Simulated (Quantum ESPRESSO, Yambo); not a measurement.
# BaTiO3 (P4mm): G0W0 on several meshes in Yambo, part 2 of 2

Aim: the GW shift of BaTiO3 (P4mm) against the k mesh.

Quantum ESPRESSO 7.5 and Yambo 5.3.0; PBE and many-body steps on it, plane waves. Known limits of the many-body steps: not at the basis limit; no spin-orbit coupling; coarse k mesh.

So far. Step 4 (2×2×2): The gap on the mesh goes from 1.85 eV to 3.31 eV, a correction of +1.46 eV. Step 5 (Empty states on the mesh, 6×6×6 mesh, 87 bands): On this mesh the gap is 1.851 eV.

## (6) Conversion and set-up

This step: Yambo 5.3.0; conversion and set-up on PBE, plane waves, norm-conserving pseudopotentials.

Run with:

```
$ (cd o/x.save; p2y > p2y.log; mv SAVE ../..); yambo > setup.log
```

Output:

```text
 Yambo, version 5.3.0

 [02] CORE Variables Setup
 =========================

  [02.01] Unit cells
  ==================

  Cell kind             :  Unknown
  Atoms in the cell     :  Ba  Ti  O
  number of Ba atoms    :  1
  number of Ti atoms    :  1
  number of O  atoms    :  3

  List of atomic masses
  Mass of Ba    :  137.3300
  Mass of Ti    :  47.86700
  Mass of O     :  15.99900

  List of atomic coordinates    : [cc]
  Ba1       :  0.000000  0.000000  0.000000  order 1
  Ti1       :  3.770457  3.770457  3.968466  order 2
[...]
K/Q-points units:
 rlu = crystal or reduced units; cc = cartesian coordinates; iku = interal k-units

 Q [ 1]         [rlu]:  0.000000  0.000000  0.000000
 Q [ 2]         [rlu]:  0.000000  0.000000  0.166667
 Q [ 3]         [rlu]:  0.000000  0.000000  0.333333
[...]
Q [ 8]         [rlu]:  0.000000  0.166667 -0.500000
 Q [ 9]         [rlu]:  0.000000  0.333333  0.000000
 Q [10]         [rlu]:  0.000000  0.333333  0.166667
     [... 28 further rows ...]
 Q [39]         [rlu]: -0.500000 -0.500000  0.333333
 Q [40]         [rlu]: -0.500000 -0.500000 -0.500000

  [03.01] X indexes
  =================

   [03.01.01] Sigma indexes
   ========================

 [06] Game Over & Game summary
```

The job ended after 4.6 s (1 MPI rank of Arm Neoverse V1, shared host; peak memory 0.26 GiB).

## (7) 6×6×6

This step: G0W0 on PBE, plane waves, norm-conserving pseudopotentials.

gw14.in

```
HF_and_locXC
gw0
dyson
ppa
em1d
rim_cut
RandQpts= 1000000
RandGvec= 1 RL
EXXRLvcs= 76 Ry
VXCRLvcs= 304 Ry
Chimod= "HARTREE"
% BndsRnXp
 1 | 87 |
%
NGsBlkXp= 9 Ry
% LongDrXp
 1 | 1 | 1 |
%
% GbndRnge
 1 | 87 |
%
DysSolver= "n"
ExtendOut
PPAPntXp= 27.21138 eV
% QPkrange
 40 | 40 | 19 | 22 |
 1 | 1 | 19 | 22 |
%
```

Run with:

```
$ OMP_NUM_THREADS=1 mpirun -n 4 yambo -F gw14.in -J gw14 -C gw14 > gw14.log
```

Output:

```text
 Yambo, version 5.3.0

 [02] CORE Variables Setup
 =========================

  [... cell, symmetries and grids as in the set-up ...]

  [02.05] Energies & Occupations
  ==============================

  [X] === General ===
  [X] Electronic Temperature                        :  0.000000  0.000000 [eV K]
  [X] Bosonic    Temperature                        :  0.000000  0.000000 [eV K]
  [X] Finite Temperature mode                       : no
  [X] El. density                                   :  0.62439E+24 [cm-3]
  [X] Fermi Level                                   :  10.49564 [eV]

  [X] === Gaps and Widths ===
  [X] Conduction Band Min                           :  1.851171 [eV]
  [X] Valence Band Max                              :  0.000000 [eV]
  [X] Filled Bands                                  :  20
  [X] Empty Bands                                   :   21   87
  [X] Direct Gap                                    :  2.221732 [eV]
  [X] Direct Gap localized at k                     :  1
  [X] Indirect Gap                                  :  1.851171 [eV]
  [X] Indirect Gap between kpts                     :   40    1
  [X] Last valence band width                       :  1.026603 [eV]
  [X] 1st conduction band width                     :  2.396446 [eV]

 [03] Transferred momenta grid and indexing
 ==========================================

 IBZ Q-points                                      :   40
 BZ  Q-points                                      :  216

 K/Q-points units:
 rlu = crystal or reduced units; cc = cartesian coordinates; iku = interal k-units

 Q [ 1]         [rlu]:  0.000000  0.000000  0.000000
 Q [ 2]         [rlu]:  0.000000  0.000000  0.166667
 Q [ 3]         [rlu]:  0.000000  0.000000  0.333333
[...]
[Hartree-Fock] El. density                        :  0.62439E+24 [cm-3]
  [Hartree-Fock] Fermi Level                        :  10.49564 [eV]

  [Hartree-Fock] === Gaps and Widths ===
  [Hartree-Fock] Conduction Band Min                :  1.887766 [eV]
  [Hartree-Fock] Valence Band Max                   : -0.018231 [eV]
  [Hartree-Fock] Filled Bands                       :  20
  [Hartree-Fock] Empty Bands                        :   21   87
  [Hartree-Fock] Direct Gap                         :  2.347650 [eV]
  [Hartree-Fock] Direct Gap localized at k          :  2
  [Hartree-Fock] Indirect Gap                       :  1.905996 [eV]
  [Hartree-Fock] Indirect Gap between kpts          :   39    2
  [Hartree-Fock] Last valence band width            :  5.001302 [eV]
  [Hartree-Fock] 1st conduction band width          :  11.11732 [eV]

 [08] Dyson equation: Newton solver
 ==================================

  [08.01] G0W0 (W PPA)
  ====================

  [  GW  ] Bands range     :    1   87
  [GW/PPA] G damping       :  0.100000 [eV]

  QP @ state[ 1 ] K range:  1  1
  QP @ state[ 1 ] b range:  19  22
  QP @ state[ 2 ] K range:   40   40
  QP @ state[ 2 ] b range:  19  22

   Sc/G bands                                       :    1   87
   Sc/G damping                                     :  0.100000 ev
   Sc bands terminator                              : no
   Sx RL components                                 :   4897

   QP @ state[ 1 ] K range                          :  1  1
   QP @ state[ 1 ] b range                          :  19  22
   QP @ state[ 2 ] K range                          :   40   40
   QP @ state[ 2 ] b range                          :  19  22
   GF energies kind                                 : Perdew, Burke & Ernzerhof(X)+Perdew, Burke & Ernzerhof(C)
   GF WF`s kind                                     : Perdew, Burke & Ernzerhof(X)+Perdew, Burke & Ernzerhof(C)
   Xs energies kind                                 : Perdew, Burke & Ernzerhof(X)+Perdew, Burke & Ernzerhof(C)
   Xs WF`s kind                                     : Perdew, Burke & Ernzerhof(X)+Perdew, Burke & Ernzerhof(C)

 [11] Game Over & Game summary
```

The job ended after 18 min (4 MPI ranks; peak memory 3.5 GiB; 73 min of CPU time).

This step gave:

```yaml
g0w0_gap_on_the_points_computed: 3.376 eV
starting_gap_on_the_mesh: 1.851 eV
k_of_the_valence_top: -0.5, -0.5, -0.5
k_of_the_conduction_bottom: 0, 0, 0
least_direct_g0w0_gap_on_the_computed_points: 3.760 eV
z_at_the_valence_top: 0.7643
z_at_the_conduction_bottom: 0.7792
```

Against G0W0 in Yambo (2×2×2 mesh, 87 bands, screening to 122.5 eV, Godby-Needs plasmon pole), the gap moves by +0.062 eV.

## (8) The runs together

Times are wall times on 4 MPI ranks of Arm Neoverse V1, shared host, good to a factor of about two.

```
  run   mesh  bands  screening cutoff (eV)  DFT gap (eV)  gap on the mesh (eV)  direct (eV)    time
2×2×2  2×2×2     87                  122.5         1.851                 3.314        3.747    12 s
6×6×6  6×6×6     87                  122.5         1.851                 3.376        3.760  18 min
```

## (9) Summary of results

```json
{
 "2×2×2": "3.314 eV",
 "6×6×6": "3.376 eV",
 "known limits": "not at the basis limit; no spin-orbit coupling; coarse k mesh"
}
```

In words: 6×6×6: +0.062 eV against 2×2×2. Bands and cutoff are finite, so the gap is not at the basis limit. The miss can reach some tenths of an eV and take either sign; the mesh is an error of its own. In the G0W0 runs levels were corrected at 2 k points alone, so a gap called «on the mesh» is the least over those, and an edge elsewhere would be missed. The 2×2×2 mesh is coarse for this cell, which bears on the long-range parts of exchange and screening. The many-body steps are scalar-relativistic: spin-orbit coupling is not in them.

[Paths, hosts, dates, memory and timing lines, banners, echoed tables and standing remarks are left out of the program output.]

[Logs are printed without paths, hosts, clocks, repeated set-up lines and the standing remarks that a program may print on its own settings, such as how far it seeks lower states.]

[Runs of the session that timed out or met a known fault of the program may be left out.]

[Hosts, paths, dates, database ids (printed as entryN), source tags and the programs' standing remarks are cut or masked in the printed files.]
